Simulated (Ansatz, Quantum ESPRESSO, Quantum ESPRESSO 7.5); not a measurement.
## Screening and band shifts of H-SiSi-F chair, 1 layer

How does H-SiSi-F chair, 1 layer respond to a gate-like field without added charge?

Method: plane-wave DFT, PBE, GBRV ultrasoft pseudopotentials (geometry and cross-check by Ansatz 0.2.0 with PAW datasets; geometry under PBE), in Quantum ESPRESSO 7.5.

Most raw output is cut from this account.

## Step 1: The structure

The cell holds 4 atoms: 1 F, 2 Si and 1 H. Cell: a = 3.663 Å, b = 3.663 Å, c = 20.840 Å, α = 90.0°, β = 90.0°, γ = 120.0°. Vacuum lies along c.

This sheet is a model structure: its symmetry is held, and its stability is not tested here.

## Step 2: Relaxation with Ansatz

The geometry comes first, from a plane-wave PAW code, so that the later runs on this slab share one structure.

input.yaml reads:

```yaml
crystal:
  lattice:
    - [3.663, 0.0, 0.0]
    - [-1.8315, 3.1722510541, 0.0]
    - [0.0, 0.0, 20.84]
  atoms:
    - { symbol: F, position: [0.6666666667, 0.3333333333, 0.4078694818] }
    - { symbol: Si, position: [0.6666666667, 0.3333333333, 0.4884836852] }
    - { symbol: Si, position: [0.3333333333, 0.6666666667, 0.5239923225] }
    - { symbol: H, position: [0.3333333333, 0.6666666667, 0.5921305182] }
kpoints:
  mp_grid: { grid: [12, 12, 1] }
hamiltonian:
  xc: pbe
scf:
  occupations: { method: fermi_dirac, width: 0.05 }
  convergence: { dr2_threshold: 1.0e-08 }
efield:
  axis: 3
  dipole_correction: true
  ramp_position: 0.97
  ramp_width: 0.04
relax:
  f_tol: 0.01
  cell: { fix: [c, alpha, beta] }
output:
  write_potential: true
  write_density: true
  volumetric_format: npy
```

Launch:

```
> ansatz run input.yaml --threads 4 --pin off --max-ram 8192MiB --backend cpu --events-out ev --progress --plain --runs-dir out
```

It took 12 s on 4 threads of Arm Neoverse V2, shared host; peak memory 0.47 GiB.

Step by step:

```
step  energy less that of the first step (eV)  largest force component (eV/Å)  pressure (GPa)  volume (Å³)
   1                                   0.0000                          2.3678            2.27       242.16
   2                                  -0.3276                          1.2964            0.64       262.16
   3                                  -0.3906                          0.2192            0.04       272.58
   4                                  -0.3915                          0.0114           -0.02       273.90
   5                                  -0.3914                          0.0073           -0.02       274.10
  6*                                  -0.4229                          0.0138            0.16       274.10
   7                                  -0.4242                          0.0175            0.02       277.20
   8                                  -0.4240                          0.0018            0.00       277.75
  9*                                  -0.4254                          0.0017            0.00       277.75
```

Relaxation steps marked * repeat the geometry before them on a plane-wave basis chosen anew for their cell, so energy and pressure can jump there.

Forces are held to the 6 operations that the run works with; a distortion that breaks them can't arise in this run.

```
cell as run  before  after  change
      a (Å)   3.663  3.923  +7.1 %
      b (Å)   3.663  3.923  +7.1 %
```

The atoms that moved most (Å, along periodic axes as changes of fractional coordinates times the final cell, across vacuum about the mean position):

```
atom     dx     dy      dz  length
 Si3  0.000  0.000  -0.053   0.053
  F1  0.000  0.000   0.040   0.040
  H4  0.000  0.000   0.031   0.031
 Si2  0.000  0.000  -0.018   0.018
```

The relaxed structure:

```xyz
4
Lattice="3.9229 0.0000 0.0000 -1.9615 3.3974 0.0000 0.0000 0.0000 20.8400" Properties=species:S:1:pos:R:3
F     1.9615    1.1325    8.5400
Si    1.9615    1.1325   10.1621
Si    0.0000    2.2649   10.8669
H     0.0000    2.2649   12.3710
```

Read from the output:

```
free energy                                                      : -2096.4597 eV
Fermi energy                                                     : -2.933 eV
gap by band count                                                : 1.640 eV
symmetry operations                                              : 6
dipole along the normal                                          : 0.1402 e·Å
vacuum level at the upper face over a Fermi level inside the gap : 4.059 eV
vacuum level at the lower face over a Fermi level inside the gap : 5.962 eV
```

## Step 3: SCF with pw.x: no field

The zero-field run is the reference. tefield and dipfield are on already, so that all runs share k-points and boundary.

Level of this step: plane-wave DFT, PBE, GBRV ultrasoft pseudopotentials (Quantum ESPRESSO 7.5).

f0.in reads:

```
&control
  prefix = 'f0'
  outdir = './out'
  pseudo_dir = './pseudo'
  calculation = 'scf'
  tprnfor = .true.
  tefield = .true.
  dipfield = .true.
/
&system
  ibrav = 0
  nat = 4
  ntyp = 3
  ecutwfc = 40
  ecutrho = 200
  occupations = 'smearing'
  smearing = 'fd'
  degauss = 0.004
  edir = 3
  emaxpos = 0.97
  eopreg = 0.04
  eamp = 0.0
/
&electrons
  conv_thr = 1e-09
  mixing_beta = 0.4
  electron_maxstep = 120
  mixing_mode = 'plain'
/
ATOMIC_SPECIES
  F   18.9984  f_pbe_v1.4.uspp.F.UPF
  Si  28.0850  si_pbe_v1.uspp.F.UPF
  H   1.0080  h_pbe_v1.4.uspp.F.UPF
CELL_PARAMETERS angstrom
  3.92294064597998 -0.00000000000000 -0.00000000000000
  -1.96147032298999 3.39736625695720 -0.00000000000000
  -0.00000000000000 -0.00000000000000 20.84000000000000
ATOMIC_POSITIONS crystal
  F   0.666666666667 0.333333333333 0.409791096351
  Si  0.666666666667 0.333333333333 0.487624461185
  Si  0.333333333333 0.666666666667 0.521443662101
  H   0.333333333333 0.666666666667 0.593616788063
K_POINTS automatic
  12 12 1 0 0 0
```

Launch:

```
> OMP_NUM_THREADS=1 mpirun -n 4 pw.x -nk 4 -in f0.in > f0.out
```

The job ended after 28 s (4 MPI ranks; peak memory 0.56 GiB).

This step gave:

| Item | Value |
| --- | --- |
| free energy | -939.6753 eV |
| Fermi energy | -2.963 eV |
| dipole along the normal | 0.1443 e·Å |
| valence top, on the run's zero | -3.810 eV |
| conduction bottom, on the run's zero | -2.165 eV |
| gap by band count | 1.646 eV |

The program's own clock; routines nest. Time by routine:

```
     routine  wall time (s)  calls
       PWSCF          27.18      1
   electrons           25.5      1
     c_bands          20.17     11
     cegterg          17.46    209
       h_psi          14.62    831
        fftw          13.47  15988
    vloc_psi          12.52    831
    sum_band           3.84     11
      calbec           1.51   1116
    init_run            1.1      1
h_psi:calbec           1.02    831
  add_vuspsi           1.02    831
       s_psi           0.99    831
   init_us_2           0.88    456
```

The run needed 11 iterations to bring the estimated error under 1e-09 Ry; the largest force on any atom, held or free, is 0.14 eV/Å.

## Step 4: Potential by pp.x

plot_num = 11 writes the bare and Hartree potential. It leaves out exchange and correlation, which fade slowly, so it flattens close to the surface.

f0.pot.in reads:

```
&inputpp
  prefix = 'f0'
  outdir = './out'
  filplot = 'f0.pot.dat'
  plot_num = 11
/
```

Launch:

```
> OMP_NUM_THREADS=1 mpirun -n 4 pp.x -in f0.pot.in > f0.pot.out
```

Run time: 0.87 s. Hardware: 4 MPI ranks; peak memory 0.11 GiB; 3.1 s of CPU time.

Numbers from this step:

| Item | Value |
| --- | --- |
| slope of the potential above | 5.16e-6 eV/Å |
| upper vacuum line continued to the top atoms, over the valence top | 4.908 eV |
| slope of the potential below | -2.97e-6 eV/Å |
| lower vacuum line continued to the bottom atoms, over the valence top | 6.867 eV |
| vacuum level at the upper face over the valence top of the mesh | 4.908 eV |
| vacuum level at the lower face over the valence top of the mesh | 6.867 eV |

The vacuum is flat to 0.1 meV/Å, so its level is well defined. Inside the slab the curve depends on the local part of the pseudopotentials; only the vacuum level has a meaning of its own.

## Step 5: Band structure: no field

The density is frozen and the levels are solved along a path.

f0.bands.in is the input of step 3 with these lines changed:

```diff
@@ -1,7 +1,6 @@
 &control
-  prefix = 'f0'
+  prefix = 'f0.bands'
   outdir = './out'
   pseudo_dir = './pseudo'
-  calculation = 'scf'
-  tprnfor = .true.
+  calculation = 'bands'
   tefield = .true.
@@ -22,8 +21,9 @@
   eamp = 0.0
+  nbnd = 14
 /
 &electrons
-  conv_thr = 1e-09
+  conv_thr = 1e-07
   mixing_beta = 0.4
   electron_maxstep = 120
-  mixing_mode = 'plain'
+  mixing_mode = 'local-TF'
 /
@@ -42,3 +42,7 @@
   H   0.333333333333 0.666666666667 0.593616788063
-K_POINTS automatic
-  12 12 1 0 0 0
+K_POINTS crystal_b
+4
+  0.0000000000 0.0000000000 0.0000000000 14
+  0.5000000000 0.0000000000 0.0000000000 14
+  0.3333333333 0.3333333333 0.0000000000 14
+  0.0000000000 0.0000000000 0.0000000000 1
```

Launch:

```
> cp -r out/f0.save out/f0.bands.save
> cp out/f0.xml out/f0.bands.xml
> OMP_NUM_THREADS=1 mpirun -n 4 pw.x -nk 4 -in f0.bands.in > f0.bands.out
```

It took 14 s on 4 MPI ranks; peak memory 0.38 GiB; 56 s of CPU time.

Band numbers count within the set of bands kept for display. Electronic bands along the path, in eV, zero at the highest filled level of the SCF mesh; v1 is the highest filled band, c1 the lowest empty one:

```
  point     v4     v3     v2     v1    c1    c2    c3    c4
      Γ  -4.76  -3.96   0.00   0.00  1.65  3.77  3.86  3.86
halfway  -4.83  -3.99  -2.38  -0.76  2.30  3.61  4.83  5.81
      M  -4.90  -4.75  -2.82  -1.25  1.98  3.29  5.23  7.13
halfway  -4.98  -4.78  -2.78  -2.14  3.40  3.70  5.32  5.90
      K  -4.99  -4.91  -2.81  -2.65  3.74  4.88  5.47  6.58
halfway  -4.91  -4.07  -2.49  -1.41  3.06  4.10  4.76  5.05
      Γ  -4.76  -3.96   0.00   0.00  1.65  3.77  3.86  3.86
```

Along this path the valence top lies at Γ and the conduction bottom at Γ.

## Step 6: SCF with pw.x: field 0.1 V/Å

eamp is the field in Hartree atomic units (1 a.u. = 51.42 V/Å). With dipfield on, it is the field in the vacuum beside an isolated sheet. The run starts from the density of the one before.

f1.in is the input of step 3 with these lines changed:

```diff
@@ -1,3 +1,3 @@
 &control
-  prefix = 'f0'
+  prefix = 'f1'
   outdir = './out'
@@ -21,3 +21,3 @@
   eopreg = 0.04
-  eamp = 0.0
+  eamp = 0.00194469
 /
@@ -28,2 +28,3 @@
   mixing_mode = 'plain'
+  startingpot = 'file'
 /
```

Launch:

```
> cp -r out/f0.save out/f1.save
> OMP_NUM_THREADS=1 mpirun -n 4 pw.x -nk 4 -in f1.in > f1.out
```

It took 23 s on 4 MPI ranks; peak memory 0.55 GiB; 93 s of CPU time.

This step gave:

```
free energy                          : -939.6910 eV
Fermi energy                         : -2.934 eV
dipole along the normal              : 0.1699 e·Å
valence top, on the run's zero       : -3.781 eV
conduction bottom, on the run's zero : -2.137 eV
gap by band count                    : 1.644 eV
```

The dipole goes from 0.1443 to 0.1699 e Å, 0.2561 e Å per V/Å.

## Step 7: Potential by pp.x

f1.pot.in reads:

```
&inputpp
  prefix = 'f1'
  outdir = './out'
  filplot = 'f1.pot.dat'
  plot_num = 11
/
```

Launch:

```
> OMP_NUM_THREADS=1 mpirun -n 4 pp.x -in f1.pot.in > f1.pot.out
```

Elapsed: 0.83 s, on 4 MPI ranks; peak memory 0.12 GiB.

Numbers from this step:

* slope of the potential above: 0.1000 eV/Å
* upper vacuum line continued to the top atoms, over the valence top: 4.915 eV
* slope of the potential below: 0.10000 eV/Å
* lower vacuum line continued to the bottom atoms, over the valence top: 6.838 eV

The slope in the vacuum is 0.100 eV/Å for an applied 0.10 V/Å, as it should be.

## Step 8: Self-consistent run: field 0.2 V/Å

f2.in is the input of step 6 with these lines changed:

```diff
@@ -1,3 +1,3 @@
 &control
-  prefix = 'f1'
+  prefix = 'f2'
   outdir = './out'
@@ -21,3 +21,3 @@
   eopreg = 0.04
-  eamp = 0.00194469
+  eamp = 0.00388938
 /
```

Launch:

```
> cp -r out/f0.save out/f2.save
> OMP_NUM_THREADS=1 mpirun -n 4 pw.x -nk 4 -in f2.in > f2.out
```

It took 23 s on 4 MPI ranks; peak memory 0.55 GiB; 91 s of CPU time.

Numbers from this step:

| Item | Value |
| --- | --- |
| free energy | -939.7093 eV |
| Fermi energy | -2.906 eV |
| dipole along the normal | 0.1955 e·Å |
| valence top, on the run's zero | -3.752 eV |
| conduction bottom, on the run's zero | -2.110 eV |
| gap by band count | 1.641 eV |

The dipole goes from 0.1443 to 0.1955 e Å, 0.2558 e Å per V/Å.

## Step 9: Electrostatic potential

f2.pot.in reads:

```
&inputpp
  prefix = 'f2'
  outdir = './out'
  filplot = 'f2.pot.dat'
  plot_num = 11
/
```

Launch:

```
> OMP_NUM_THREADS=1 mpirun -n 4 pp.x -in f2.pot.in > f2.pot.out
```

Elapsed: 0.83 s, on 4 MPI ranks; peak memory 0.12 GiB; 3 s of CPU time.

This step gave:

```
slope of the potential above                                          : 0.2000 eV/Å
upper vacuum line continued to the top atoms, over the valence top    : 4.923 eV
slope of the potential below                                          : 0.2000 eV/Å
lower vacuum line continued to the bottom atoms, over the valence top : 6.810 eV
```

The slope in the vacuum is 0.200 eV/Å for an applied 0.20 V/Å, as it should be.

## Step 10: Bands along a path: field 0.2 V/Å

f2.bands.in is the input of step 5 with these lines changed:

```diff
@@ -1,3 +1,3 @@
 &control
-  prefix = 'f0.bands'
+  prefix = 'f2.bands'
   outdir = './out'
@@ -20,3 +20,3 @@
   eopreg = 0.04
-  eamp = 0.0
+  eamp = 0.00388938
   nbnd = 14
```

Launch:

```
> cp -r out/f2.save out/f2.bands.save
> cp out/f2.xml out/f2.bands.xml
> OMP_NUM_THREADS=1 mpirun -n 4 pw.x -nk 4 -in f2.bands.in > f2.bands.out
```

The job ended after 14 s (4 MPI ranks; peak memory 0.39 GiB).

Read from the output:

* valence top, on the run's zero: -3.751 eV

Band numbers count within the set of bands kept for display. Electronic bands along the path, in eV, zero at the highest filled level of the SCF mesh; v1 is the highest filled band, c1 the lowest empty one:

```
  point     v4     v3     v2     v1    c1    c2    c3    c4
      Γ  -4.86  -3.93   0.00   0.00  1.64  3.86  3.86  3.95
halfway  -4.93  -3.98  -2.38  -0.77  2.30  3.62  5.10  5.87
      M  -5.00  -4.79  -2.80  -1.25  1.98  3.32  5.28  7.15
halfway  -5.07  -4.82  -2.77  -2.15  3.41  3.72  5.35  5.96
      K  -5.06  -4.95  -2.82  -2.63  3.76  4.92  5.50  6.57
halfway  -5.00  -4.07  -2.49  -1.41  3.06  4.12  4.82  5.21
      Γ  -4.86  -3.93   0.00   0.00  1.64  3.86  3.86  3.95
```

Upper empty bands that drop with the field can be states of the vacuum, held by the sawtooth; they depend on the cell's width.

Along this path the valence top lies at Γ and the conduction bottom at Γ.

## Step 11: Ground state: field 0.3 V/Å

f3.in is the input of step 8 with these lines changed:

```diff
@@ -1,3 +1,3 @@
 &control
-  prefix = 'f2'
+  prefix = 'f3'
   outdir = './out'
@@ -21,3 +21,3 @@
   eopreg = 0.04
-  eamp = 0.00388938
+  eamp = 0.00583407
 /
```

Launch:

```
> cp -r out/f0.save out/f3.save
> OMP_NUM_THREADS=1 mpirun -n 4 pw.x -nk 4 -in f3.in > f3.out
```

Elapsed: 26 s, on 4 MPI ranks; peak memory 0.78 GiB; 1.7 min of CPU time.

Numbers from this step:

```
free energy                          : -939.7301 eV
Fermi energy                         : -2.879 eV
dipole along the normal              : 0.2210 e·Å
valence top, on the run's zero       : -3.723 eV
conduction bottom, on the run's zero : -2.084 eV
gap by band count                    : 1.639 eV
```

The dipole goes from 0.1443 to 0.2210 e Å, 0.2555 e Å per V/Å.

## Step 12: Potential by pp.x

f3.pot.in reads:

```
&inputpp
  prefix = 'f3'
  outdir = './out'
  filplot = 'f3.pot.dat'
  plot_num = 11
/
```

Launch:

```
> OMP_NUM_THREADS=1 mpirun -n 4 pp.x -in f3.pot.in > f3.pot.out
```

Elapsed: 0.83 s, on 4 MPI ranks; peak memory 0.12 GiB.

Read from the output:

| Property | Result |
| --- | --- |
| slope of the potential above | 0.3000 eV/Å |
| upper vacuum line continued to the top atoms, over the valence top | 4.932 eV |
| slope of the potential below | 0.3000 eV/Å |
| lower vacuum line continued to the bottom atoms, over the valence top | 6.782 eV |

The slope in the vacuum is 0.300 eV/Å for an applied 0.30 V/Å, as it should be.

Each curve counts from the valence top of its own run.

The runs together. Table of potential energy by z:

```
z (Å)  potential at 0 V/Å (eV)  potential at 0.1 V/Å (eV)  potential at 0.2 V/Å (eV)  potential at 0.3 V/Å (eV)
    0                     6.38                       5.93                       5.48                       5.03
    1                     6.87                       6.08                       5.30                       4.52
    2                     6.87                       6.18                       5.50                       4.82
    3                     6.87                       6.28                       5.70                       5.12
    4                     6.87                       6.38                       5.90                       5.42
    5                     6.87                       6.48                       6.10                       5.72
    6                     6.87                       6.58                       6.30                       6.02
    7                     6.84                       6.66                       6.48                       6.30
    8                     5.30                       5.20                       5.11                       5.02
    9                     2.05                       2.01                       1.97                       1.93
   10                    -7.65                      -7.65                      -7.65                      -7.65
   11                    -7.82                      -7.82                      -7.82                      -7.82
   12                     2.74                       2.77                       2.80                       2.82
   13                     4.49                       4.57                       4.65                       4.73
   14                     4.89                       5.06                       5.23                       5.41
   15                     4.91                       5.18                       5.45                       5.72
   16                     4.91                       5.28                       5.65                       6.02
   17                     4.91                       5.38                       5.85                       6.32
   18                     4.91                       5.48                       6.05                       6.62
   19                     4.91                       5.58                       6.25                       6.92
   20                     4.91                       5.68                       6.45                       7.22
```

## Step 13: Band structure: field 0.3 V/Å

f3.bands.in is the input of step 10 with these lines changed:

```diff
@@ -1,3 +1,3 @@
 &control
-  prefix = 'f2.bands'
+  prefix = 'f3.bands'
   outdir = './out'
@@ -20,3 +20,3 @@
   eopreg = 0.04
-  eamp = 0.00388938
+  eamp = 0.00583407
   nbnd = 14
```

Launch:

```
> cp -r out/f3.save out/f3.bands.save
> cp out/f3.xml out/f3.bands.xml
> OMP_NUM_THREADS=1 mpirun -n 4 pw.x -nk 4 -in f3.bands.in > f3.bands.out
```

Wall time 17 s (4 MPI ranks); peak memory 0.39 GiB.

Band numbers count within the set of bands kept for display. The electronic bands at the labelled points (eV, zero at the highest filled level of the SCF mesh; v1 is the highest filled band, c1 the lowest empty one):

```
  point     v4     v3     v2     v1    c1    c2    c3    c4
      Γ  -4.91  -3.92   0.00   0.00  1.64  3.86  3.86  4.00
halfway  -4.97  -3.97  -2.38  -0.77  2.30  3.62  5.20  5.71
      M  -5.04  -4.81  -2.79  -1.26  1.98  3.33  5.29  7.16
halfway  -5.11  -4.84  -2.76  -2.15  3.41  3.73  5.36  5.99
      K  -5.10  -4.98  -2.83  -2.62  3.76  4.94  5.52  6.57
halfway  -5.04  -4.06  -2.49  -1.41  3.06  4.13  4.83  5.29
      Γ  -4.91  -3.92   0.00   0.00  1.64  3.86  3.86  4.00
```

Upper empty bands that drop with the field can be states of the vacuum, held by the sawtooth; they depend on the cell's width.

Along this path the valence top lies at Γ and the conduction bottom at Γ.

(Part 1 of 2 ends here.)

[Logs are printed without paths, hosts, clocks, repeated set-up lines and the standing remarks that a program may print on its own settings, such as how far it seeks lower states.]

[Hosts, paths, dates, database ids (printed as entryN), source tags and the programs' standing remarks are cut or masked in the printed files.]

[Maps of the electrostatic potential energy from Ansatz leave out the sawtooth potential of an applied field or a dipole correction, so their vacuum need not be flat; planar profiles and work functions include it.]
